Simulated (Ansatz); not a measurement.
# A failed many-body run on H2CClF (P2_1)

A first try at the G0W0 gap of H2CClF (P2_1), what the program said, and an input that works.

Main program and level: Ansatz 0.2.0; G0W0 on PBE, plane waves, PAW.

## 1. The starting structure

Symmetry: P2_1, No. 4, monoclinic system. The conventional cell has a = 5.021 Å, b = 4.148 Å, c = 6.768 Å, α = 90.00°, β = 108.21°, γ = 90.00°. H has 1 C at 1.09 Å nearest. Nearest to H lie 1 C at 1.09 Å. C has 2 H at 1.09 Å and 1 F at 1.38 Å and 1 Cl at 1.79 Å nearest. Cl has 1 C at 1.79 Å nearest. Nearest to F lie 1 C at 1.38 Å. Farther neighbours and most contacts between anions are not listed.

Geometry: measured cell, ions relaxed with PBE. The runs that relaxed it are not among those shown. The default PAW set here is soft_2. Its files were made with PBE.

## 2. First try

Contents of input.yaml:

```yaml
crystal:
  lattice:
    - [5.0206, 0.0, 0.0]
    - [0.0, 4.1477, 0.0]
    - [-2.1143188253, 0.0, 6.4288463713]
  atoms:
    - { symbol: H, position: [0.2853907074, 0.3914333251, 0.1553547444] }
    - { symbol: H, position: [0.7146092926, 0.8914333251, 0.8446452556] }
    - { symbol: H, position: [0.5708661695, 0.1079278767, 0.2708692269] }
    - { symbol: H, position: [0.4291338305, 0.6079278767, 0.7291307731] }
    - { symbol: C, position: [0.3461441783, 0.1407585261, 0.1942650717] }
    - { symbol: C, position: [0.6538558217, 0.6407585261, 0.8057349283] }
    - { symbol: Cl, position: [0.1665216804, 0.0025228448, 0.3683413112] }
    - { symbol: Cl, position: [0.8334783196, 0.5025228448, 0.6316586888] }
    - { symbol: F, position: [0.2645503672, 0.9578574273, 0.0149998989] }
    - { symbol: F, position: [0.7354496328, 0.4578574273, 0.9850001011] }
kpoints:
  mp_grid: { grid: [2, 4, 2] }
hamiltonian:
  xc: pbe
scf:
  occupations: { method: fixed }
magnetization:
  noncollinear: true
  spin_orbit: true
gw:
  n_empty_bands: 141
  ecut_chi: 60
  qp_bands: [v3, c3]
  qp_kpoints: band_edges
  screening: { model: contour_deformation }
```

Run with:

```console
$ ansatz run input.yaml --threads 3 --pin off --max-ram 92160MiB --backend cuda --events-out ev --progress --plain --runs-dir out --devices 1 --max-vram 13GiB  # rebuilt from the run's record
```

Numbers of over 12 decimals in the logs are rounded to 6 here.

The log of the run:

```text
Error: gw: with magnetization.noncollinear: true — the χ₀/Σ pipeline is wired for the unpolarised channel only — spinor oscillator elements and the per-channel sum are not implemented; use an unpolarised deck
```

Wall time 0.05 s (3 threads of AMD EPYC 7R13 (Zen 3), shared host); peak memory 0.044 GiB.

Q: What is the fault?

The program refused the input before any cycle.

The program's message: “Error: gw: with magnetization.noncollinear: true — the χ₀/Σ pipeline is wired for the unpolarised channel only — spinor oscillator elements and the per-channel sum are not implemented; use an unpolari …”

The fault: spin-orbit coupling. The physics allows it, but this program's G0W0 has no spinor form; spin-orbit coupling is taken from a separate density-functional step.

## 3. A better input

Now the one-shot GW correction: screening in the RPA, then the self-energy of the levels asked for.

Edit input.yaml of step 2 so:

```diff
@@ -17,3 +17,3 @@
 kpoints:
-  mp_grid: { grid: [2, 4, 2] }
+  mp_grid: { grid: [4, 4, 2] }
 hamiltonian:
@@ -22,8 +22,5 @@
   occupations: { method: fixed }
-magnetization:
-  noncollinear: true
-  spin_orbit: true
 gw:
-  n_empty_bands: 141
-  ecut_chi: 60
+  n_empty_bands: 101
+  ecut_chi: 48
   qp_bands: [v3, c3]
```

The log of the run:

```text
GPUs: using 1 of 1 available (devices: 1).
[...]
device memory: the entry about to start is reckoned to put 1.1 GiB on a device that reports 38.1 GiB free (of which the cap on the GPU budget leaves the run 13.0 GiB)
GPU FFT provider: cuFFT
GPU libraries: cuBLAS 13.8.2, cuFFT 12.4.0, cuSOLVER 12.3.4
Crystal: 10 atoms, lattice volume = 133.874 Å³
Basis set: ecut = 420 eV, 2603 PW (Γ)
Bands: 30, of which v1, the nominal top of the filled ones, is band 20 counted from 1 (19 counted from 0)
Symmetry: 2 space group operations
[...]
k-points: 18 of 32 (time reversal used)
[...]
GPU buffer pool allocated for 51840 grid points (all kernels)
GPU transforms: local potential and band sums: pruned to the plane-wave sphere, on 36×27×45
[...]
SCF iter   1: F=—  HF=-4341.606285 eV  |F-HF|=—  |Δ(HF+E_count)|=         —  Δρ=1.53e-3  dr2=8.72e-4  ethr=1.77e-3  ⟨swp⟩=5.1  Hψ=2181  notcnv=0  defer=144
[...]
0    18     -1.3764   -21.8646     3.0944   -16.9663  0.8198    -3.2143    -3.1802  root
     0    19     -1.3552   -20.7926     2.9857   -15.9770  0.8205    -3.2215    -3.1851  root
     0    20     -0.8884   -21.1856     2.9024   -16.5487  0.8248    -2.6525    -2.6229  root
     0    21      5.7133    -8.7356    -3.3222   -14.4205  0.8455     8.1229     8.0760  root
     0    22      5.9528    -8.8659    -3.4122   -14.6904  0.8424     8.4169     8.3651  root
     0    23      6.4523    -5.9743    -3.1593   -10.6806  0.8643     8.0166     7.9993  root
     1    18     -1.2640   -21.5109     3.0274   -16.6649  0.8232    -3.1164    -3.0824  root
     1    19     -1.2484   -20.8088     2.9739   -16.0149  0.8216    -3.1037    -3.0683  root
[...]
17    20     -0.6445   -21.8703     2.9958   -17.1246  0.8283    -2.4231    -2.3943  root
    17    21      5.8940    -9.3250    -3.4381   -15.2451  0.8416     8.4306     8.3760  root
    17    22      5.8940    -9.3250    -3.4381   -15.2451  0.8416     8.4306     8.3760  root
    17    23      7.1943    -7.0034    -3.3734   -12.3974  0.8550     9.2491     9.2149  root
[key lines of the parts left out:]
SCF converged after 7 iterations
Free energy (F): -4341.608571 eV
Fermi energy:    -0.638675 eV
```

The job ended after 14 s (1 × NVIDIA H100 80GB HBM3 (shared by 6 runs) with 3 threads; peak memory 1.2 GiB; 20 s of CPU time).

This step gave:

```
bands summed                                 : 121
RPA ε∞ on this mesh (eigenvalues)            : 2.014, 2.039, 2.374
plane waves in the screening matrix          : 97
q-points in the mesh                         : 32
G0W0 gap on the mesh                         : 9.986 eV
k of the valence top                         : -0.5, -0.5, -0.5
k of the conduction bottom                   : 0.25, 0, -0.5
starting gap on the mesh                     : 5.996 eV
Z at the valence top                         : 0.8283
Z at the conduction bottom                   : 0.8514
least direct G0W0 gap on the computed points : 10.03 eV
```

The gap on the mesh goes from 6.00 eV to 9.99 eV, a correction of +3.99 eV, though a band edge has moved to another state.

## 4. What came out

```
first try  : refused after 0.05 s
better run : G0W0 gap on the mesh 9.99 eV (4×4×2 mesh, 101 empty bands, screening to 48 eV)
```

The second run differs in: start, mesh, empty bands and screening cutoff (eV). Bands and cutoff are finite, so the gap is not at the basis limit. The miss can reach some tenths of an eV and take either sign; the mesh is an error of its own. The 4×4×2 mesh is coarse for this cell (its supercell is 14 Å along the shortest edge). The RPA ε∞ on it, from the PBE start, is 2.01, 2.04 and 2.37; such meshes misread the long-range screening, most where the gap is narrow.

[Paths, hosts, dates, memory and timing lines, banners, echoed tables and standing remarks are left out of the program output.]

[Logs are printed without paths, hosts, clocks, repeated set-up lines and the standing remarks that a program may print on its own settings, such as how far it seeks lower states.]

[Runs of the session that timed out or met a known fault of the program may be left out.]

[Cells called generated may have been cut or substituted from an entry of the Crystallography Open Database or the Materials Project.]

[Hosts, paths, dates, database ids (printed as entryN), source tags and the programs' standing remarks are cut or masked in the printed files.]
